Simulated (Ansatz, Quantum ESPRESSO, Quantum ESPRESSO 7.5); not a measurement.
**The work function of Nb(100), 7 layers, level by level**

Wanted: work functions and the surface dipole of Nb(100), 7 layers at several levels, with their cost.

Calculated with Quantum ESPRESSO 7.5; plane-wave DFT, PBE, GBRV ultrasoft pseudopotentials (geometry and cross-check by Ansatz 0.2.0 with PAW datasets; geometry under PBE).

The experiments to compare with:

“Anisotropic work function of elemental crystals” (2019, arxiv:1902.07811) quotes from earlier work for Nb (clean (100) face): work function (clean (100) face) 3.97 eV.

### Step 1. Starting point

The cell holds 7 atoms: 7 Nb. Its edges and angles: a = 3.300 Å, b = 3.300 Å, c = 25.900 Å, α = 90.0°, β = 90.0°, γ = 90.0°. It derives from Nb. Vacuum lies along c.

### Step 2. Geometry from Ansatz

The geometry comes first, from a plane-wave PAW code, so that the later runs on this slab share one structure.

input.yaml

```yaml
crystal:
  lattice:
    - [3.3, 0.0, 0.0]
    - [0.0, 3.3, 0.0]
    - [0.0, 0.0, 25.9]
  atoms:
    - { symbol: Nb, position: [0.0, 0.0, 0.3088803089] }
    - { symbol: Nb, position: [0.5, 0.5, 0.3725868726] }
    - { symbol: Nb, position: [0.0, 0.0, 0.4362934363] }
    - { symbol: Nb, position: [0.5, 0.5, 0.5] }
    - { symbol: Nb, position: [0.0, 0.0, 0.5637065637] }
    - { symbol: Nb, position: [0.5, 0.5, 0.6274131274] }
    - { symbol: Nb, position: [0.0, 0.0, 0.6911196911] }
kpoints:
  mp_grid: { grid: [8, 8, 1] }
hamiltonian:
  xc: pbe
scf:
  occupations: { method: fermi_dirac, width: 0.1 }
  convergence: { dr2_threshold: 1.0e-08 }
efield:
  axis: 3
  dipole_correction: true
  ramp_position: 0.97
  ramp_width: 0.04
relax:
  f_tol: 0.01
  constraints: [{ sites: [2, 3, 4] }]
output:
  write_potential: true
  write_density: true
  volumetric_format: npy
```

Started as:

```console
ansatz run input.yaml --threads 4 --pin off --max-ram 8192MiB --backend cpu --events-out ev --progress --plain --runs-dir out
```

Numbers of over 12 decimals in the logs are rounded to 6 here.

The program printed:

```text
Engine: ansatz 0.2.0, aarch64-unknown-linux-gnu
Pseudopotentials: kind: paw
Pseudopotential: Nb, paw, valence charge 13, recommended cutoff 420 eV (normal), Nb.paw.azcp
Functional definition: PBE
  parameter kappa = 0.804
  parameter beta = 0.066725
  exchange = pbe_x(kappa = kappa, mu = beta*pi^2/3)
  correlation = pbe_c(beta = beta)
Crystal: 7 atoms, lattice volume = 282.051 Å³
Basis set: ecut = 420 eV, 5575 PW (Γ), exchange–correlation on 48×48×360 points (8 copies of the dense FFT grid, shifted against one another)
Bands: 55, of which v1, the nominal top of the filled ones, is band 46 counted from 1 (45 counted from 0)
Symmetry: 8 space group operations
k-points: 15 of 64
Non-local potential: Nb, projectors of the file, l = 0: 3, l = 1: 2, l = 2: 2, l = 3: 1
PAW form: soft (Blöchl's): semilocal exchange-correlation on the pseudo side does not see the compensation charge
PAW one-centre angular grid: Nb, 590 points (default); XC on 64 Gauss nodes
Initial density: superposition of atomic densities (neutral atoms: chi_scale 0, normalization atom), corrected by the library's trained network
Initial wavefunctions: pseudopotential atomic-orbital guess
Functional: x = pbe(κ = 0.804, μ = 0.219515), c = pbe(β = 0.066725)
SCF iter   1: F=—  HF=-31863.023518 eV  |F-HF|=—  |Δ(HF+E_count)|=         —  Δρ=1.51e-2  dr2=1.61e1  ethr=1.77e-3  p=-0.001 e·Å  D=-6.17e-4 V/Å  ΔV_dip=0.02 eV  dr2_dipole=1.36e-3  V_vac-E_F(+/−)=4.16/4.15 eV  ⟨swp⟩=8.3  Hψ=3761  notcnv=0
efield: sawtooth ramp at fractional position 0.9700 (set: `efield.ramp_position`, or a place that a band, a saddle search or an elastic batch's reference lends), width 0.0400; the density the first Hamiltonian is built on has a dipole p = -0.001 e·Å; the dipole correction subtracts the counter field D = -6.17e-4 V/Å, which shifts the + side's vacuum level by +0.02 eV against the − side's; the planar-averaged density in the ramp window peaks in size at 5.2e-5 e/Å³
preconditioner: auto → LDOS  [metal: Δε(μ)=0.036 eV  Ē_g=3.160 eV  σ=0.100 eV  W_gap=0.09  n_scr=62 (ndim 8)  ℏωp=13.1 eV  f_vac=0.474  D(μ)=6.64/eV (n_scr^D=44)  β→1.0]
SCF iter   2: F=—  HF=-31862.853489 eV  |F-HF|=—  |Δ(HF+E_count)|=   1.70e-1  Δρ=1.21e-2  dr2=7.38e0  ethr=1.77e-3  p=0.001 e·Å  D=5.24e-4 V/Å  ΔV_dip=-0.01 eV  dr2_dipole=2.43e-3  V_vac-E_F(+/−)=3.42/3.43 eV  ⟨swp⟩=3.3  Hψ=1314  notcnv=0
SCF iter   3: F=—  HF=-31862.698263 eV  |F-HF|=—  |Δ(HF+E_count)|=   1.55e-1  Δρ=1.69e-3  dr2=1.42e-1  ethr=1.77e-3  p=-0.000 e·Å  D=-5.19e-6 V/Å  ΔV_dip=0.00 eV  dr2_dipole=1.14e-5  V_vac-E_F(+/−)=3.73/3.73 eV  ⟨swp⟩=2.4  Hψ=1121  notcnv=0
SCF iter   4: F=—  HF=-31862.698810 eV  |F-HF|=—  |Δ(HF+E_count)|=   5.47e-4  Δρ=3.67e-4  dr2=8.79e-4  ethr=1.56e-4  p=0.000 e·Å  D=4.64e-5 V/Å  ΔV_dip=-0.00 eV  dr2_dipole=7.84e-6  V_vac-E_F(+/−)=3.69/3.69 eV  ⟨swp⟩=1.1  Hψ=901  notcnv=0
SCF iter   5: F=—  HF=-31862.698838 eV  |F-HF|=—  |Δ(HF+E_count)|=   2.77e-5  Δρ=1.39e-4  dr2=4.00e-4  ethr=9.66e-7  p=0.000 e·Å  D=1.31e-5 V/Å  ΔV_dip=-0.00 eV  dr2_dipole=1.22e-8  V_vac-E_F(+/−)=3.71/3.71 eV  ⟨swp⟩=2.8  Hψ=1303  notcnv=0
SCF iter   6: F=—  HF=-31862.698858 eV  |F-HF|=—  |Δ(HF+E_count)|=   1.99e-5  Δρ=4.24e-5  dr2=2.91e-5  ethr=4.40e-7  p=0.000 e·Å  D=8.16e-6 V/Å  ΔV_dip=-0.00 eV  dr2_dipole=7.98e-10  V_vac-E_F(+/−)=3.72/3.72 eV  ⟨swp⟩=1.4  Hψ=845  notcnv=0
SCF iter   7: F=—  HF=-31862.698838 eV  |F-HF|=—  |Δ(HF+E_count)|=   2.05e-5  Δρ=1.84e-5  dr2=1.78e-6  ethr=3.19e-8  p=0.000 e·Å  D=2.18e-6 V/Å  ΔV_dip=-0.00 eV  dr2_dipole=3.39e-10  V_vac-E_F(+/−)=3.72/3.72 eV  ⟨swp⟩=2.3  Hψ=1059  notcnv=0
SCF iter   8: F=—  HF=-31862.698953 eV  |F-HF|=—  |Δ(HF+E_count)|=   1.15e-4  Δρ=7.67e-6  dr2=4.40e-7  ethr=1.96e-9  p=0.000 e·Å  D=2.78e-6 V/Å  ΔV_dip=-0.00 eV  dr2_dipole=1.10e-11  V_vac-E_F(+/−)=3.72/3.72 eV  ⟨swp⟩=2.3  Hψ=1440  notcnv=0
SCF iter   9: F=—  HF=-31862.698953 eV  |F-HF|=—  |Δ(HF+E_count)|=   1.12e-7  Δρ=2.53e-6  dr2=1.42e-7  ethr=4.83e-10  p=0.000 e·Å  D=2.44e-6 V/Å  ΔV_dip=-0.00 eV  dr2_dipole=1.11e-10  V_vac-E_F(+/−)=3.73/3.73 eV  ⟨swp⟩=2.7  Hψ=1591  notcnv=0
SCF iter  10: F=-31862.698953 eV  HF=-31862.698953 eV  |F-HF|=8.29e-10  |Δ(HF+E_count)|=   9.60e-9  Δρ=7.53e-7  dr2=3.39e-9  ethr=1.10e-11  p=0.000 e·Å  D=2.58e-6 V/Å  ΔV_dip=-0.00 eV  dr2_dipole=1.03e-12  V_vac-E_F(+/−)=3.73/3.73 eV  ⟨swp⟩=8.5  Hψ=5956  notcnv=0
SCF 1 converged in 10 iterations: F = -31862.698953 eV  dr2 = 3.39e-9
  greatest PAW one-centre occupation: 0.998 electrons in one spin orbital (limit 2), on the Nb atom at site 1 (counted from 0), in its partial waves of l = 0
relax step   1: F+E_penalty+E_count = -31862.69895272 eV  Δ(F+E_penalty+E_count) = +0.000e0 eV  max|allowed force component| = 9.374e-1 eV/Å  Δτ_max = 0.0000 Å  (10 SCF iters, accepted)
Initial density: handed on by an earlier stage of this run
Initial wavefunctions: those handed on with the density
iter 1 solved again at ethr=2.78e-3 eV; its pass at ethr=3.10e-3 eV (dr2=2.53e0 eV) is discarded
SCF iter   1: F=—  HF=-31863.039370 eV  |F-HF|=—  |Δ(HF+E_count)|=         —  Δρ=1.64e-2  dr2=3.04e0  ethr=2.78e-3  p=0.000 e·Å  D=2.18e-6 V/Å  ΔV_dip=-0.00 eV  dr2_dipole=6.12e-9  V_vac-E_F(+/−)=3.80/3.80 eV  ⟨swp⟩=1.0  Hψ=3026  notcnv=0
efield: sawtooth ramp at fractional position 0.9700 (set: `efield.ramp_position`, or a place that a band, a saddle search or an elastic batch's reference lends), width 0.0400; the density the first Hamiltonian is built on has a dipole p = 0.000 e·Å; the dipole correction subtracts the counter field D = 2.18e-6 V/Å, which shifts the + side's vacuum level by -0.00 eV against the − side's; the planar-averaged density in the ramp window peaks in size at 1.8e-6 e/Å³
preconditioner: auto → LDOS  [metal: Δε(μ)=0.010 eV  Ē_g=3.210 eV  σ=0.100 eV  W_gap=0.02  n_scr=62 (ndim 8)  ℏωp=13.1 eV  f_vac=0.483  D(μ)=9.42/eV (n_scr^D=72)  β→1.0]
SCF iter   2: F=—  HF=-31862.856728 eV  |F-HF|=—  |Δ(HF+E_count)|=   1.83e-1  Δρ=6.53e-3  dr2=1.49e-1  ethr=2.78e-3  p=0.000 e·Å  D=1.46e-4 V/Å  ΔV_dip=-0.00 eV  dr2_dipole=2.28e-4  V_vac-E_F(+/−)=3.60/3.60 eV  ⟨swp⟩=2.7  Hψ=1199  notcnv=0
SCF iter   3: F=—  HF=-31862.834389 eV  |F-HF|=—  |Δ(HF+E_count)|=   2.23e-2  Δρ=2.16e-3  dr2=4.06e-2  ethr=1.64e-4  p=0.000 e·Å  D=3.68e-5 V/Å  ΔV_dip=-0.00 eV  dr2_dipole=5.35e-6  V_vac-E_F(+/−)=3.62/3.63 eV  ⟨swp⟩=3.5  Hψ=2023  notcnv=0
SCF iter   4: F=—  HF=-31862.830882 eV  |F-HF|=—  |Δ(HF+E_count)|=   3.51e-3  Δρ=6.94e-4  dr2=3.58e-3  ethr=4.46e-5  p=0.000 e·Å  D=4.57e-6 V/Å  ΔV_dip=-0.00 eV  dr2_dipole=1.49e-9  V_vac-E_F(+/−)=3.59/3.59 eV  ⟨swp⟩=2.0  Hψ=943  notcnv=0
[...]
SCF iter   6: F=—  HF=-31862.878197 eV  |F-HF|=—  |Δ(HF+E_count)|=   1.76e-5  Δρ=1.85e-5  dr2=4.74e-6  ethr=4.20e-8  p=0.000 e·Å  D=2.82e-7 V/Å  ΔV_dip=-0.00 eV  dr2_dipole=1.18e-9  V_vac-E_F(+/−)=3.60/3.60 eV  ⟨swp⟩=2.3  Hψ=1184  notcnv=0
SCF iter   7: F=—  HF=-31862.878311 eV  |F-HF|=—  |Δ(HF+E_count)|=   1.13e-4  Δρ=7.07e-6  dr2=3.01e-7  ethr=5.21e-9  p=0.000 e·Å  D=1.07e-6 V/Å  ΔV_dip=-0.00 eV  dr2_dipole=3.92e-10  V_vac-E_F(+/−)=3.61/3.61 eV  ⟨swp⟩=2.2  Hψ=1155  notcnv=0
SCF iter   8: F=—  HF=-31862.878311 eV  |F-HF|=—  |Δ(HF+E_count)|=   6.68e-8  Δρ=2.20e-6  dr2=2.37e-8  ethr=3.31e-10  p=0.000 e·Å  D=1.35e-6 V/Å  ΔV_dip=-0.00 eV  dr2_dipole=3.75e-11  V_vac-E_F(+/−)=3.61/3.61 eV  ⟨swp⟩=2.2  Hψ=1454  notcnv=0
SCF iter   9: F=-31862.878311 eV  HF=-31862.878311 eV  |F-HF|=7.52e-9  |Δ(HF+E_count)|=   2.05e-8  Δρ=7.59e-7  dr2=9.68e-9  ethr=1.10e-11  p=0.000 e·Å  D=1.40e-6 V/Å  ΔV_dip=-0.00 eV  dr2_dipole=8.23e-12  V_vac-E_F(+/−)=3.61/3.61 eV  ⟨swp⟩=10.2  Hψ=5881  notcnv=0
SCF 3 converged in 9 iterations: F = -31862.878311 eV  dr2 = 9.68e-9
relax step   3: F+E_penalty+E_count = -31862.87831086 eV  Δ(F+E_penalty+E_count) = -4.770e-2 eV  max|allowed force component| = 1.852e-1 eV/Å  Δτ_max = 0.0718 Å  (9 SCF iters, accepted)
[...]
relax step   4: F+E_penalty+E_count = -31862.88125501 eV  Δ(F+E_penalty+E_count) = -2.944e-3 eV  max|allowed force component| = 5.505e-2 eV/Å  Δτ_max = 0.0324 Å  (8 SCF iters, accepted)
SCF iter   1: F=—  HF=-31862.883617 eV  |F-HF|=—  |Δ(HF+E_count)|=         —  Δρ=1.46e-3  dr2=4.52e-2  ethr=9.51e-4  p=0.000 e·Å  D=1.57e-6 V/Å  ΔV_dip=-0.00 eV  dr2_dipole=3.81e-13  V_vac-E_F(+/−)=3.60/3.60 eV  ⟨swp⟩=2.0  Hψ=1148  notcnv=0
efield: sawtooth ramp at fractional position 0.9700 (set: `efield.ramp_position`, or a place that a band, a saddle search or an elastic batch's reference lends), width 0.0400; the density the first Hamiltonian is built on has a dipole p = 0.000 e·Å; the dipole correction subtracts the counter field D = 1.57e-6 V/Å, which shifts the + side's vacuum level by -0.00 eV against the − side's; the planar-averaged density in the ramp window peaks in size at 1.2e-6 e/Å³
preconditioner: auto → LDOS  [metal: Δε(μ)=0.045 eV  Ē_g=3.161 eV  σ=0.100 eV  W_gap=0.11  n_scr=62 (ndim 8)  ℏωp=13.1 eV  f_vac=0.486  D(μ)=8.86/eV (n_scr^D=62)  β→1.0]
SCF iter   2: F=—  HF=-31862.882344 eV  |F-HF|=—  |Δ(HF+E_count)|=   1.27e-3  Δρ=5.73e-4  dr2=4.86e-3  ethr=4.96e-5  p=0.000 e·Å  D=3.74e-6 V/Å  ΔV_dip=-0.00 eV  dr2_dipole=3.43e-8  V_vac-E_F(+/−)=3.59/3.59 eV  ⟨swp⟩=1.1  Hψ=961  notcnv=0
SCF iter   3: F=—  HF=-31862.882211 eV  |F-HF|=—  |Δ(HF+E_count)|=   1.33e-4  Δρ=2.00e-4  dr2=7.54e-4  ethr=5.34e-6  p=0.000 e·Å  D=1.62e-6 V/Å  ΔV_dip=-0.00 eV  dr2_dipole=1.06e-10  V_vac-E_F(+/−)=3.60/3.60 eV  ⟨swp⟩=2.0  Hψ=1056  notcnv=0
SCF iter   4: F=—  HF=-31862.882169 eV  |F-HF|=—  |Δ(HF+E_count)|=   4.24e-5  Δρ=4.18e-5  dr2=8.21e-6  ethr=8.29e-7  p=0.000 e·Å  D=1.63e-6 V/Å  ΔV_dip=-0.00 eV  dr2_dipole=1.36e-10  V_vac-E_F(+/−)=3.60/3.60 eV  ⟨swp⟩=2.0  Hψ=1040  notcnv=0
SCF iter   5: F=—  HF=-31862.882255 eV  |F-HF|=—  |Δ(HF+E_count)|=   8.65e-5  Δρ=1.16e-5  dr2=1.20e-6  ethr=9.02e-9  p=0.000 e·Å  D=1.65e-6 V/Å  ΔV_dip=-0.00 eV  dr2_dipole=5.24e-11  V_vac-E_F(+/−)=3.60/3.60 eV  ⟨swp⟩=3.3  Hψ=1552  notcnv=0
SCF iter   6: F=—  HF=-31862.882256 eV  |F-HF|=—  |Δ(HF+E_count)|=   2.56e-7  Δρ=3.85e-6  dr2=1.72e-7  ethr=1.32e-9  p=0.000 e·Å  D=1.54e-6 V/Å  ΔV_dip=-0.00 eV  dr2_dipole=4.66e-14  V_vac-E_F(+/−)=3.60/3.60 eV  ⟨swp⟩=2.1  Hψ=1041  notcnv=0
SCF iter   7: F=—  HF=-31862.882256 eV  |F-HF|=—  |Δ(HF+E_count)|=   2.67e-8  Δρ=1.52e-6  dr2=2.56e-8  ethr=1.89e-10  p=0.000 e·Å  D=1.56e-6 V/Å  ΔV_dip=-0.00 eV  dr2_dipole=2.33e-12  V_vac-E_F(+/−)=3.60/3.60 eV  ⟨swp⟩=2.3  Hψ=1187  notcnv=0
SCF iter   8: F=-31862.882256 eV  HF=-31862.882256 eV  |F-HF|=5.97e-10  |Δ(HF+E_count)|=   1.06e-9  Δρ=5.34e-7  dr2=1.44e-9  ethr=1.10e-11  p=0.000 e·Å  D=1.55e-6 V/Å  ΔV_dip=-0.00 eV  dr2_dipole=1.25e-13  V_vac-E_F(+/−)=3.60/3.60 eV  ⟨swp⟩=9.7  Hψ=5649  notcnv=0
SCF 5 converged in 8 iterations: F = -31862.882256 eV  dr2 = 1.44e-9
relax step   5: F+E_penalty+E_count = -31862.88225558 eV  Δ(F+E_penalty+E_count) = -1.001e-3 eV  max|allowed force component| = 3.895e-3 eV/Å  Δτ_max = 0.0140 Å  (8 SCF iters, accepted)
NSCF: frozen V_eff on 15 k-points
the band table was solved once a step of the walk had ended and its energy, with any forces and stress, was formed, with the checks that follow a solve (3711 applications of the Hamiltonian). They found nothing against the state; the energy, forces and stress were not computed again (output.eigenvalues in the input reference)
WARN: The output density's exchange-correlation potential varies sharply where the density is thin. Do not read a vacuum level from v_tot or v_xc, or from such a field of the output density. On a cell that repeats whose density bears no net charge and no dipole along the vacuum's axis use v_es (v_loc + v_h of the components); under efield.dipole_correction with no amplitude use v_es + v_field, which holds any externa [...]
SCF converged after 8 iterations
Free energy (F): -31862.882256 eV
Harris-Foulkes:  -31862.882256 eV  (|F-HF|=5.97e-10)
Internal energy: -31862.582493 eV  (E = F + TS)
E sigma→0 (E₀):  -31862.732374 eV
Entropy (-TS):   -0.299763 eV (-42.823 meV/atom)
Fermi energy:    6.151254 eV
Dipole field:    D = 0.000002 V/Å  (p = 0.000003 e·Å, saw-weighted, corrected)
Work function:   Φ+ = 3.6001 eV   Φ− = 3.6002 eV
Levels:          The Fermi level and band energies are counted from a zero that moves with the ramp; work functions are not
--- Per-component energies (eV) ---
  E_band       = -1548.086761
  E_kinetic    = 2761.882949
  E_local      = -99114.995847  (includes V_loc(G=0)·N_el)
  E_nonlocal   = 842.494069
  E_hartree    = 48102.277450
  E_xc         = -1226.255224
  E_vxc        = -1487.174770  (∫ρ·V_xc dr)
  E_paw        = -21514.751084  (= ΣΔE_a)
  E_vpaw       = -754.850509  (= ΣTr[D̂ρ^β])
  E_aug_tail   = 0.000048  (compensation charges beyond the density's cutoff)
  E_efield     = 0.000000  (sawtooth field / dipole correction)
  E_vefield    = -0.000046  (∫n·V_field dr)
  E_ewald      = 38286.765146
  E_smearing   = -0.299763  (= −TS)
  E_closure    = -0.000000  (closes the sum)
  Σ components = -31862.882256   (vs F -31862.882256, Δ=0.00e0)
--- Forces (eV/Å), atoms counted from 1 ---
  atom   1  Nb     0.00000000     0.00000000     0.00389519
  atom   2  Nb     0.00000000     0.00000000    -0.00223916
  atom   3  Nb     0.00000000     0.00000000    -0.15116562
  atom   4  Nb    -0.00000000     0.00000000     0.00000044
  atom   5  Nb     0.00000000     0.00000000     0.15116686
  atom   6  Nb     0.00000000     0.00000000     0.00223750
  atom   7  Nb    -0.00000000     0.00000000    -0.00389540
  max |Σ_I F_I| component: 1.96e-7 eV/Å
--- Band table (eV; the first three rows and the last of 15) ---
  k-point 0: bands = [... 42 lower, 6.3860, 6.3860, 6.4182, 6.4182, 6.5157, 6.5517, 6.5787, 6.5787, ... 5 higher]
  k-point 1: bands = [... 42 lower, 5.9908, 6.0528, 6.2226, 6.2357, 6.3916, 6.7756, 6.8314, 6.9279, ... 5 higher]
  k-point 2: bands = [... 42 lower, 5.6017, 5.6427, 5.8220, 6.2732, 6.3102, 6.4976, 6.6587, 7.5910, ... 5 higher]
  k-point 14: bands = [... 42 lower, 5.0677, 5.8128, 5.8128, 7.0196, 7.0196, 8.3533, 8.3551, 8.5966, ... 5 higher]
--- Relaxed structure (5 steps of the walk, 5 accepted, 0 SCFs on fresh bases) ---
  F+E_penalty+E_count = -31862.88225558 eV   max|allowed force component| = 3.895e-3 eV/Å
  atoms:
    - { symbol: Nb, position: [0, 0.0, 0.314950] }
    - { symbol: Nb, position: [0.5, 0.5, 0.371541] }
    - { symbol: Nb, position: [0.0, 0.0, 0.436293] }
    - { symbol: Nb, position: [0.5, 0.5, 0.5] }
    - { symbol: Nb, position: [0.0, 0.0, 0.563707] }
    - { symbol: Nb, position: [0.5, 0.5, 0.628459] }
    - { symbol: Nb, position: [0, 0.0, 0.685050] }
```

The job ended after 30 s (4 threads of Arm Neoverse V1, shared host; peak memory 0.69 GiB).

Relaxation path:

| step | energy less that of the first step (eV) | largest force component (eV/Å) |
| --- | --- | --- |
| 1 | 0.0000 | 0.9374 |
| 2 | -0.1317 | 0.6893 |
| 3 | -0.1794 | 0.1852 |
| 4 | -0.1823 | 0.0550 |
| 5 | -0.1833 | 0.0039 |

The atoms that moved most (Å):

| atom | dx | dy | dz | length |
| --- | --- | --- | --- | --- |
| Nb1 | 0.000 | 0.000 | 0.157 | 0.157 |
| Nb7 | 0.000 | 0.000 | -0.157 | 0.157 |
| Nb6 | 0.000 | 0.000 | 0.027 | 0.027 |
| Nb2 | 0.000 | 0.000 | -0.027 | 0.027 |

The relaxation lowers the energy by 26 meV an atom. Held were the atoms numbered 3, 4 and 5; the forces quoted are those on the free ones.

Numbers from this step:

| Property | Result |
| --- | --- |
| free energy | -31862.8823 eV |
| energy at zero smearing | -31862.7324 eV |
| smearing term TS | 0.2998 eV |
| Fermi energy | 6.151 eV |
| symmetry operations | 8 |
| work function of the upper face | 3.600 eV |
| work function of the lower face | 3.600 eV |
| dipole along the normal | 3.04e-6 e·Å |

[end of part 1 of 6]

[Logs are printed without paths, hosts, clocks, repeated set-up lines and the standing remarks that a program may print on its own settings, such as how far it seeks lower states.]

[Hosts, paths, dates, database ids (printed as entryN), source tags and the programs' standing remarks are cut or masked in the printed files.]

[Maps of the electrostatic potential energy from Ansatz leave out the sawtooth potential of an applied field or a dipole correction, so their vacuum need not be flat; planar profiles and work functions include it.]
